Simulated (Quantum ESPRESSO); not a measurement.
```cif
data_camn2as2
_symmetry_space_group_name_H-M 'P-3m1'
_symmetry_Int_Tables_number 164
_cell_length_a 4.0003
_cell_length_b 4.0003
_cell_length_c 6.9955
_cell_angle_alpha 90.000
_cell_angle_beta 90.000
_cell_angle_gamma 120.000
_cell_volume 96.95
loop_
_atom_site_label
_atom_site_type_symbol
_atom_site_symmetry_multiplicity
_atom_site_Wyckoff_symbol
_atom_site_fract_x
_atom_site_fract_y
_atom_site_fract_z
_atom_site_occupancy
Ca1 Ca 1 a 0.00000 0.00000 0.00000 1
Mn1 Mn 2 d 0.33333 0.66667 0.61587 1
As1 As 2 d 0.66667 0.33333 0.72910 1
_calc_subject 'CaMn2As2: non-collinear starts'
_calc_method 'LDA; plane waves with GBRV 1.5 LDA potentials, no spin-orbit coupling (and 1 further level or step)'
_calc_program 'Quantum ESPRESSO 7.5'
_calc_settings_of_one_run 'GBRV 1.5 LDA, cutoff 462.59 eV, 5×5×3 k-mesh, 68 bands, fermi-dirac occupations, smearing width 0.1 eV, SCF threshold 1.00e-8, starting moments 0 3.5 3.5 0 0 μB'
_calc_cost '4 runs, 13 min in all on 4 MPI ranks of Arm Neoverse V1, shared host (the runs of this entry)'
_calc_notes 'Without spin–orbit coupling only the angles between moments matter. The cell holds only so many moments, so longer spirals cannot form in it.'
_calc_lowest_start 'collinear alternating and random 1'
_calc_its_final_state 'antiferromagnetic'
_calc_its_moments '2.95 μB'
_calc_its_net_moment '0 μB a cell'
```

[Logs and program files are shortened in this print: banners, set-up blocks, solver, clock and traceback lines can be left out without a mark of their own.]

[Logs are printed without paths, hosts, clocks, repeated set-up lines and the standing remarks that a program may print on its own settings, such as how far it seeks lower states.]

[Hosts, paths, dates, database ids (printed as entryN), source tags and the programs' standing remarks are cut or masked in the printed files.]

[Where a cell is said to come from a database of computed structures, the database is the Materials Project.]
